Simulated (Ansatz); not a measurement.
## AlPt3C (Pm-3m): the cell at rest

Task: relax AlPt3C (Pm-3m) tightly.

Program: Ansatz 0.2.0. Level of theory: DFT PBEsol, scalar-relativistic, plane waves, PAW; PAW set soft_1. Results are calculated unless marked as measured.

## Step 1: The structure

It takes space group Pm-3m (No. 221, cubic). The conventional cell has a = 4.185 Å, b = 4.185 Å, c = 4.185 Å, α = 90.00°, β = 90.00°, γ = 90.00°. Al has 12 Pt at 2.96 Å nearest. Nearest to Pt lie 2 C at 2.09 Å and 4 Al at 2.96 Å and 8 Pt at 2.96 Å. Nearest to C lie 6 Pt at 2.09 Å. Farther neighbours are not listed.

## Step 2: Probe on a coarse mesh

First a cheap look: the gap decides the mesh and the occupations, the pressure tells how far the cell has to move.

The input, input.yaml:

```yaml
crystal:
  lattice:
    - [4.18515, 0.0, 0.0]
    - [0.0, 4.18515, 0.0]
    - [0.0, 0.0, 4.18515]
  atoms:
    - { symbol: Al, position: [0.0, 0.0, 0.0] }
    - { symbol: Pt, position: [0.0, 0.5, 0.5] }
    - { symbol: Pt, position: [0.5, 0.0, 0.5] }
    - { symbol: Pt, position: [0.5, 0.5, 0.0] }
    - { symbol: C, position: [0.5, 0.5, 0.5] }
kpoints:
  mp_grid: { grid: [4, 4, 4] }
hamiltonian:
  xc: pbesol
  pseudopotentials: { kind: paw, azcp: { folder: soft_1 }, xc_functional: pbe }
scf:
  occupations: { method: gaussian, width: 0.1 }
output:
  forces: true
  stress: true
  eigenvalues: true
```

Started as:

```sh
ansatz run input.yaml --threads 4 --pin off --max-ram 10240MiB --backend cpu --events-out ev --progress --plain --runs-dir out
```

Numbers of over 12 decimals in the logs are rounded to 6 here.

The program printed:

```text
Engine: ansatz 0.2.0, x86_64-unknown-linux-gnu
Pseudopotentials: kind: paw
Pseudopotential: Al, paw, valence charge 3, recommended cutoff 420 eV (normal), soft_1/Al.paw.azcp
Pseudopotential: Pt, paw, valence charge 18, recommended cutoff 420 eV (normal), soft_1/Pt.paw.azcp
Pseudopotential: C, paw, valence charge 4, recommended cutoff 420 eV (normal), soft_1/C.paw.azcp
Functional definition: PBEsol
  exchange = pbesol_x
[...]
k-point 0: bands = [... 27 lower, 16.4981, 16.5283, 16.5283, 16.5283, 18.5862, 18.5862, 18.5862, 19.8484, ... 1 higher]
  k-point 1: bands = [... 27 lower, 15.9949, 16.5294, 16.8474, 16.8474, 18.3595, 19.5011, 19.5011, 20.3583, ... 1 higher]
  k-point 2: bands = [... 27 lower, 15.2035, 16.5304, 17.1701, 17.1701, 18.4618, 20.3982, 21.0662, 21.0662, ... 1 higher]
  k-point 9: bands = [... 27 lower, 15.0962, 16.3239, 16.3239, 16.3239, 18.3860, 18.3860, 18.3860, 18.6181, ... 1 higher]
[key lines of the parts left out:]
SCF converged after 8 iterations
Free energy (F): -37926.370778 eV
Fermi energy:    17.514938 eV
P = ⅓ Tr σ = -7.8613 GPa (-78.613 kbar)
```

Wall time 1.6 s (4 threads of Intel Xeon Platinum 8488C (Sapphire Rapids), shared host); peak memory 0.38 GiB; 2.4 s of CPU time.

This step gave:

| Property | Result |
| --- | --- |
| pressure | -7.861 GPa |
| volume per atom | 14.66 Å³ |
| gap on the k-mesh | 0 eV |

The coarse mesh shows no gap and a pressure of -7.9 GPa.

## Step 3: Bringing the structure to rest

The cell and atoms are relaxed, since residual forces and stress would shift the frequencies.

input.yaml: that of step 2 with these lines changed.

```diff
@@ -12,3 +12,3 @@
 kpoints:
-  mp_grid: { grid: [4, 4, 4] }
+  mp_grid: { grid: [8, 8, 8] }
 hamiltonian:
@@ -22 +22,6 @@
   eigenvalues: true
+relax:
+  adjacent_minimum: "off"
+  f_tol: 0.005
+  max_steps: 80
+  cell: { stress_tol: 0.05 }
```

The program printed:

```text
[...]
Crystal: 5 atoms, lattice volume = 73.305 Å³
Basis set: ecut = 420 eV, 1365 PW (Γ), exchange–correlation on 60×60×60 points (8 copies of the dense FFT grid, shifted against one another)
Bands: 37, of which v1, the nominal top of the filled ones, is band 31 counted from 1 (30 counted from 0)
Symmetry: 48 space group operations
[...]
k-points: 35 of 512
[...]
SCF iter   1: F=—  HF=-37928.274205 eV  |F-HF|=—  |Δ(HF+E_count)|=         —  Δρ=9.54e-2  dr2=7.67e0  ethr=3.10e-3  ⟨swp⟩=5.3  Hψ=4410  notcnv=0
[...]
SCF iter   8: F=-37926.384490 eV  HF=-37926.384490 eV  |F-HF|=1.05e-9  |Δ(HF+E_count)|=   3.76e-9  Δρ=2.24e-6  dr2=3.15e-9  ethr=1.31e-10  ⟨swp⟩=2.2  Hψ=4142  notcnv=0
SCF 1 converged in 8 iterations: F = -37926.384490 eV  dr2 = 3.15e-9
[...]
relax step   1: F+E_penalty+E_count = -37926.38448998 eV  Δ(F+E_penalty+E_count) = +0.000e0 eV  max|allowed force component| = 4.376e-29 eV/Å  Δτ_max = 0.0000 Å  P = -7.878 GPa  Ω = 73.305 Å³  (8 SCF iters, dr2 threshold 1.00e-7 eV, accepted)
Crystal: 5 atoms, lattice volume = 68.954 Å³
Basis set: ecut = 420 eV, 1357 PW (Γ), exchange–correlation on 60×60×60 points (8 copies of the dense FFT grid, shifted against one another)
[...]
iter 1 solved again at ethr=1.37e-4 eV; its pass at ethr=3.10e-3 eV (dr2=8.33e-2 eV) is discarded
[...]
SCF iter   6: F=-37926.427752 eV  HF=-37926.427752 eV  |F-HF|=6.02e-8  |Δ(HF+E_count)|=   3.11e-7  Δρ=8.08e-6  dr2=7.87e-8  ethr=8.20e-10  ⟨swp⟩=5.1  Hψ=4837  notcnv=0
SCF 2 converged in 6 iterations: F = -37926.427752 eV  dr2 = 7.87e-8
[...]
relax step   2: F+E_penalty+E_count = -37926.42775202 eV  Δ(F+E_penalty+E_count) = -4.326e-2 eV  max|allowed force component| = 1.704e-29 eV/Å  Δτ_max = 0.0000 Å  P = +5.719 GPa  Ω = 68.954 Å³  energy of the carried Pulay correction = +2.848e-3 eV  (6 SCF iters, dr2 threshold 5.00e-7 eV, accepted)
Crystal: 5 atoms, lattice volume = 70.719 Å³
[...]
SCF iter   6: F=-37926.455088 eV  HF=-37926.455088 eV  |F-HF|=1.00e-8  |Δ(HF+E_count)|=   6.00e-8  Δρ=3.39e-6  dr2=1.32e-8  ethr=2.58e-10  ⟨swp⟩=2.0  Hψ=4204  notcnv=0
SCF 3 converged in 6 iterations: F = -37926.455088 eV  dr2 = 1.32e-8
relax step   3: F+E_penalty+E_count = -37926.45508811 eV  Δ(F+E_penalty+E_count) = -2.734e-2 eV  max|allowed force component| = 6.437e-29 eV/Å  Δτ_max = 0.0000 Å  P = -0.396 GPa  Ω = 70.719 Å³  energy of the carried Pulay correction = +1.672e-3 eV  (6 SCF iters, dr2 threshold 5.00e-7 eV, accepted)
[...]
relax step   4: F+E_penalty+E_count = -37926.45531633 eV  Δ(F+E_penalty+E_count) = -2.282e-4 eV  max|allowed force component| = 1.285e-29 eV/Å  Δτ_max = 0.0000 Å  P = -0.018 GPa  Ω = 70.602 Å³  energy of the carried Pulay correction = +1.749e-3 eV  (6 SCF iters, dr2 threshold 3.92e-7 eV, accepted)
[...]
SCF iter   9: F=-37926.453674 eV  HF=-37926.453674 eV  |F-HF|=2.18e-11  |Δ(HF+E_count)|=  7.28e-12  Δρ=2.32e-10  dr2=5.00e-17  ethr=1.00e-12  ⟨swp⟩=1.0  Hψ=2730  notcnv=0
SCF 5 converged in 9 iterations: F = -37926.453674 eV  dr2 = 5.00e-17
relax step   5: F+E_penalty+E_count = -37926.45367372 eV  Δ(F+E_penalty+E_count) = +1.643e-3 eV  max|allowed force component| = 3.413e-29 eV/Å  Δτ_max = 0.0000 Å  P = -0.030 GPa  Ω = 70.602 Å³  stress off target by 2.97e-2 GPa  SCF on the basis re-selected at this cell (its energy is not comparable with the rows above)  (9 SCF iters)
basis re-selected at this cell: Δ(F+E_penalty+E_count) = +1.643e-3 eV, ΔP = -0.012 GPa vs the last step (what re-selecting the basis moved, of the pressure what is left beyond the Pulay correction that the steps carried, after the strain that the cell walked since its last selection, with what the two solves' SCF thresholds leave and, on support functions, any second-order correction that the steps lacked; it is no m [...]
SCF converged after 9 iterations
Free energy (F): -37926.453674 eV
[...]
Internal energy: -37926.437937 eV  (E = F + TS)
E sigma→0 (E₀):  -37926.445806 eV
Entropy (-TS):   -0.015736 eV (-3.147 meV/atom)
Fermi energy:    18.286304 eV
[...]
--- Stress (GPa, compression-positive) ---
       -0.029655       0.000000       0.000000
        0.000000      -0.029655       0.000000
        0.000000       0.000000      -0.029655
  P = ⅓ Tr σ = -0.0297 GPa (-0.297 kbar)
--- Band table (eV; the first three rows and the last of 35) ---
  k-point 0: bands = [... 27 lower, 17.3549, 17.3779, 17.3779, 17.3779, 19.4319, 19.4319, 19.4319, 21.0038, ... 2 higher]
  k-point 1: bands = [... 27 lower, 17.2153, 17.3782, 17.4696, 17.4696, 19.2170, 19.6887, 19.6887, 21.3364, ... 2 higher]
  k-point 2: bands = [... 27 lower, 16.8133, 17.3791, 17.6958, 17.6958, 19.3209, 20.3935, 20.3935, 21.4639, ... 2 higher]
  k-point 34: bands = [... 27 lower, 15.8655, 17.1630, 17.1630, 17.1630, 19.3403, 19.3403, 19.3403, 19.6997, ... 2 higher]
--- Relaxed structure (4 steps of the walk, 4 accepted, 1 SCFs on fresh bases) ---
  F+E_penalty+E_count = -37926.45367372 eV   max|allowed force component| = 3.413e-29 eV/Å   (the final SCF, on the basis selected at the relaxed cell)
  cell:  # Å, volume = 70.6023 Å³
    - [4.133072, 0, 0]
    - [0, 4.133072, 0]
    - [0, 0, 4.133072]
  atoms:
    - { symbol: Al, position: [0, 0, 0] }
    - { symbol: Pt, position: [0, 0.5, 0.5] }
    - { symbol: Pt, position: [0.5, 0, 0.5] }
    - { symbol: Pt, position: [0.5, 0.5, 0] }
    - { symbol: C, position: [0.5, 0.5, 0.5] }
```

Run time: 5 s. Hardware: 4 threads; peak memory 0.5 GiB.

The steps of the relaxation:

```csv
step,energy less that of the first step (eV),largest force component (eV/Å),pressure (GPa),volume (Å³)
1,0.0000,0.0000,-7.88,73.30
2,-0.0433,0.0000,5.72,68.95
3,-0.0706,0.0000,-0.40,70.72
4,-0.0708,0.0000,-0.02,70.60
5*,-0.0692,0.0000,-0.03,70.60
```

Relaxation steps marked * repeat the geometry before them on a plane-wave basis chosen anew for their cell, so energy and pressure can jump there.

The run keeps the 48 symmetry operations that it works with, so distortions that break them were not tested.

```csv
"conventional cell, symmetrised",before,after,change
a (Å),4.185,4.133,-1.2 %
b (Å),4.185,4.133,-1.2 %
c (Å),4.185,4.133,-1.2 %
volume (Å³/atom),14.66,14.12,-3.7 %
```

The relaxed structure:

```xyz
5
Lattice="4.1331 0.0000 0.0000 0.0000 4.1331 0.0000 0.0000 0.0000 4.1331" Properties=species:S:1:pos:R:3 pbc="T T T"
Al    0.0000    0.0000    0.0000
Pt    0.0000    2.0665    2.0665
Pt    2.0665    0.0000    2.0665
Pt    2.0665    2.0665    0.0000
C     2.0665    2.0665    2.0665
```

Numbers from this step:

```yaml
pressure: -0.02965 GPa
volume_per_atom: 14.12 Å³
```

In this step the volume went from 14.66 to 14.12 Å³/atom.

## Step 4: Relaxing to small forces for the phonons

Phonons need a cell at rest on their own settings, so the relaxation is repeated with tight tolerances on forces and stress on the k mesh and occupations of the first response run.

input.yaml, the sections that differ from step 3:

```yaml
crystal:
  lattice:
    - [4.1330720445, 0.0, 0.0]
    - [0.0, 4.1330720445, 0.0]
    - [0.0, 0.0, 4.1330720445]
  atoms:
    - { symbol: Al, position: [0.0, 0.0, 0.0] }
    - { symbol: Pt, position: [0.0, 0.5, 0.5] }
    - { symbol: Pt, position: [0.5, 0.0, 0.5] }
    - { symbol: Pt, position: [0.5, 0.5, 0.0] }
    - { symbol: C, position: [0.5, 0.5, 0.5] }
scf:
  occupations: { method: methfessel_paxton, width: 0.2 }
relax:
  adjacent_minimum: "off"
  f_tol: 0.001
  max_steps: 60
  cell: { stress_tol: 0.01 }
# kpoints, hamiltonian, output: as in step 3
```

The program printed:

```text
[...]
Crystal: 5 atoms, lattice volume = 70.602 Å³
Basis set: ecut = 420 eV, 1357 PW (Γ), exchange–correlation on 60×60×60 points (8 copies of the dense FFT grid, shifted against one another)
Bands: 37, of which v1, the nominal top of the filled ones, is band 31 counted from 1 (30 counted from 0)
[... 1 set-up line as in the run before ...]
[...]
k-points: 35 of 512
[...]
--- Relaxed structure (3 steps of the walk, 3 accepted, 1 SCFs on fresh bases) ---
[...]
cell:  # Å, volume = 70.5858 Å³
    - [4.132750, 0, 0]
    - [0, 4.132750, 0]
    - [0, 0, 4.132750]
  atoms:
    - { symbol: Al, position: [0, 0, 0] }
    - { symbol: Pt, position: [0, 0.5, 0.5] }
    - { symbol: Pt, position: [0.5, 0, 0.5] }
    - { symbol: Pt, position: [0.5, 0.5, 0] }
    - { symbol: C, position: [0.5, 0.5, 0.5] }
[key lines of the parts left out:]
SCF converged after 5 iterations
Free energy (F): -37926.449219 eV
Fermi energy:    18.302395 eV
P = ⅓ Tr σ = -0.0002 GPa (-0.002 kbar)
```

Run time: 3.4 s. Hardware: 4 threads; peak memory 0.5 GiB.

Little changed from the start: no atom moved by 0.005 Å and no cell edge by 0.1 %.

Numbers from this step:

| Property | Result |
| --- | --- |
| pressure | -2.42e-4 GPa |

The forces vanish by symmetry and the pressure is 0.000 GPa, within the tolerances set. The cell now holds 14.12 Å³/atom.

## Step 5: Results

| Property | Result |
| --- | --- |
| space group after relaxation (within 0.01 Å) | Pm-3m |
| lattice constant a | 4.133 Å |
| lattice constant b | 4.133 Å |
| lattice constant c | 4.133 Å |
| volume per atom | 14.1 Å³ |

**Reading.** The forces vanish by symmetry and the pressure is 0.000 GPa, within the tolerances set. The cell now holds 14.12 Å³/atom. The relaxation keeps the symmetry of its start, so it says nothing on stability against lower symmetry. The runs are without spin polarisation, although the cell has an odd electron count. Spin-orbit coupling is left out, which can matter for the heavy elements here. The PAW files were made for PBE and serve the other functionals too.

[Logs are printed without paths, hosts, clocks, repeated set-up lines and the standing remarks that a program may print on its own settings, such as how far it seeks lower states.]

[Hosts, paths, dates, database ids (printed as entryN), source tags and the programs' standing remarks are cut or masked in the printed files.]
